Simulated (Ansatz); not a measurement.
# Ir wire along [100], 16 atoms a period: bands along the axis, part 2 of 2

What gap, if any, does the Ir wire along [100], 16 atoms a period have, and how many channels would it open?

Ansatz 0.2.0; DFT PBE, plane waves, PAW; relaxation of a wire's period; PAW set soft_1 (the session's first sound run).

So far: The structure; Relaxation of atoms and period.

### 2. Relaxation of atoms and period (continued)

Step by step:

| step | energy less that of the first step (eV) | largest force component (eV/Å) | pressure (GPa) | volume (Å³) |
| --- | --- | --- | --- | --- |
| 1 | 0.0000 | 1.2897 | -8.22 | 614.89 |
| 2 | -1.5313 | 0.7752 | 3.23 | 584.99 |
| 3 | -1.7422 | 0.1566 | -0.76 | 585.79 |
| 4 | -1.7542 | 0.0439 | -0.09 | 584.32 |
| 5 | -1.7549 | 0.0073 | -0.01 | 584.24 |
| 6* | -1.7483 | 0.0073 | -0.01 | 584.24 |

Relaxation steps marked * repeat the geometry before them on a plane-wave basis chosen anew for their cell, so energy and pressure can jump there.

The run keeps the 16 symmetry operations that it works with, so distortions that break them were not tested.

```
cell as run  before  after  change
      c (Å)   3.870  3.677  -5.0 %
```

The atoms that moved most (Å, along periodic axes as changes of fractional coordinates times the final cell, across vacuum about the mean position):

```csv
atom,dx,dy,dz,length
Ir1,0.065,0.065,0.000,0.092
Ir10,0.065,-0.065,0.000,0.092
Ir15,-0.065,0.065,0.000,0.092
Ir8,-0.065,-0.065,0.000,0.092
Ir5,-0.007,0.040,0.000,0.041
Ir2,0.040,-0.007,0.000,0.041
Ir9,0.040,0.007,0.000,0.041
Ir11,0.007,0.040,0.000,0.041
```

This step gave:

- energy at zero smearing: -190968.0417 eV
- cell length along the wire: 3.677 Å

The cell's length comes to 3.677 Å with spin left out.

### 3. The perfect wire

This step: DFT PBE, plane waves, PAW; bands of a perfect wire; PAW set soft_1 (Ansatz 0.2.0).

At the relaxed period the bands are computed along the axis; those that cross an energy going forward count the channels that a perfect wire would open there.

input.yaml

```yaml
crystal:
  lattice:
    - [12.605, 0.0, 0.0]
    - [0.0, 12.605, 0.0]
    - [0.0, 0.0, 3.6771285842]
  atoms:
    - { symbol: Ir, position: [0.274881818, 0.274881818, 0.0] }
    - { symbol: Ir, position: [0.272906768, 0.576200279, 0.0] }
    - { symbol: Ir, position: [0.421963722, 0.421963722, 0.0] }
    - { symbol: Ir, position: [0.423799721, 0.727093232, 0.0] }
    - { symbol: Ir, position: [0.576200279, 0.272906768, 0.0] }
    - { symbol: Ir, position: [0.578036278, 0.578036278, 0.0] }
    - { symbol: Ir, position: [0.727093232, 0.423799721, 0.0] }
    - { symbol: Ir, position: [0.725118182, 0.725118182, 0.0] }
    - { symbol: Ir, position: [0.272906768, 0.423799721, 0.5] }
    - { symbol: Ir, position: [0.274881818, 0.725118182, 0.5] }
    - { symbol: Ir, position: [0.423799721, 0.272906768, 0.5] }
    - { symbol: Ir, position: [0.421963722, 0.578036278, 0.5] }
    - { symbol: Ir, position: [0.578036278, 0.421963722, 0.5] }
    - { symbol: Ir, position: [0.576200279, 0.727093232, 0.5] }
    - { symbol: Ir, position: [0.725118182, 0.274881818, 0.5] }
    - { symbol: Ir, position: [0.727093232, 0.576200279, 0.5] }
kpoints:
  mp_grid: { grid: [1, 1, 22] }
  band_path: { path: ["Γ", Z], npoints: 90 }
scf:
  occupations: { method: fermi_dirac, width: 0.05 }
hamiltonian:
  xc: pbe
  pseudopotentials: { kind: paw, azcp: { folder: soft_1 } }
output:
  dos: { e_range: [-5, 4] }
  write_potential: true
  write_density: true
  volumetric_format: npy
```

The run is started by

```console
ansatz run input.yaml --threads 4 --pin off --max-ram 16384MiB --backend cpu --events-out ev --progress --plain --runs-dir out
```

Numbers of over 12 decimals in the logs are rounded to 6 here.

What it wrote:

```text
[...]
Crystal: 16 atoms, lattice volume = 584.244 Å³
Basis set: ecut = 420 eV, 11369 PW (Γ)
Bands: 164, of which v1, the nominal top of the filled ones, is band 136 counted from 1 (135 counted from 0)
Symmetry: 16 space group operations
[...]
k-points: 12 of 22
[...]
SCF iter   1: F=—  HF=-190972.223232 eV  |F-HF|=—  |Δ(HF+E_count)|=         —  Δρ=3.55e-2  dr2=1.72e1  ethr=3.10e-3  ⟨swp⟩=7.3  Hψ=8180  notcnv=0  defer=14
[...]
SCF iter  11: F=-190968.164150 eV  HF=-190968.164150 eV  |F-HF|=7.86e-10  |Δ(HF+E_count)|=   1.09e-7  Δρ=1.60e-6  dr2=1.69e-8  ethr=3.68e-11  ⟨swp⟩=12.2  Hψ=6196  notcnv=0
SCF 1 converged in 11 iterations: F = -190968.164150 eV  dr2 = 1.69e-8
[...]
NSCF: frozen V_eff on 91 k-points
WARN: The output density's exchange-correlation potential varies sharply where the density is thin. Do not read a vacuum level from v_tot or v_xc, or from such a field of the output density. On a cell that repeats whose density bears no net charge and no dipole along the vacuum's axis use v_es (v_loc + v_h of the components); under efield.dipole_correction with no amplitude use v_es + v_field, which holds any externa [...]
SCF converged after 11 iterations
Free energy (F): -190968.164150 eV
[...]
Internal energy: -190967.927817 eV  (E = F + TS)
E sigma→0 (E₀):  -190968.045984 eV
Entropy (-TS):   -0.236333 eV (-14.771 meV/atom)
Fermi energy:    6.872287 eV
[...]
--- Band table (eV; the first three rows and the last of 12) ---
  k-point 0: bands = [... 132 lower, 6.7393, 6.7398, 6.7398, 6.8421, 7.1565, 7.2191, 7.3071, 7.3515, ... 24 higher]
  k-point 1: bands = [... 132 lower, 6.6754, 6.8320, 6.8320, 6.8796, 7.1431, 7.2792, 7.3006, 7.3050, ... 24 higher]
  k-point 2: bands = [... 132 lower, 6.6028, 6.8838, 6.8838, 6.9750, 7.1428, 7.1809, 7.1908, 7.3696, ... 24 higher]
  k-point 11: bands = [... 132 lower, 6.5192, 6.5192, 6.7442, 6.7442, 6.8152, 6.8152, 7.1711, 7.1711, ... 24 higher]
```

It took 86 s on 4 threads of Intel Xeon Platinum 8488C (Sapphire Rapids), shared host; peak memory 4.5 GiB.

In the SCF lines HF is the Harris–Foulkes energy and dr2 the Hartree energy of the density residual, in eV; the loop may stop once dr2 is under the threshold and the program's other checks hold. Hψ counts applications of the Hamiltonian.

This step gave:

```
energy at zero smearing : -190968.0460 eV
band gap                : 0 eV
```

The electronic bands at the labelled points (eV, zero at the Fermi level; # counts the bands kept):

```csv
point,#51,#52,#53,#54,#55,#56,#57,#58
Γ,-0.13,-0.13,-0.13,-0.03,0.28,0.35,0.43,0.48
halfway,-0.23,-0.22,-0.22,-0.01,-0.01,0.05,0.12,0.12
Z,-0.35,-0.35,-0.13,-0.13,-0.06,-0.06,0.30,0.30
```

Between Γ and Z the bands cross the Fermi level 18 times, so a perfect wire would conduct at least 18 G₀, with spin left out.

### 4. Results

```json
{"cell length, PBE": "3.677 Å", "ballistic conductance by band crossings, a lower bound, PBE": "18 G₀"}
```

Under PBE the cell's length is 3.68 Å, and the bands cross the Fermi level 18 times between Γ and Z, which gives a perfect wire at least 18 G₀ (opposite crossings within one step of the path cancel in such a count). No spin was allowed, though thin wires with open d shells can turn magnetic. Spin-orbit coupling is left out, which matters for the bands of heavy atoms.

[Logs are printed without paths, hosts, clocks, repeated set-up lines and the standing remarks that a program may print on its own settings, such as how far it seeks lower states.]

[Hosts, paths, dates, database ids (printed as entryN), source tags and the programs' standing remarks are cut or masked in the printed files.]
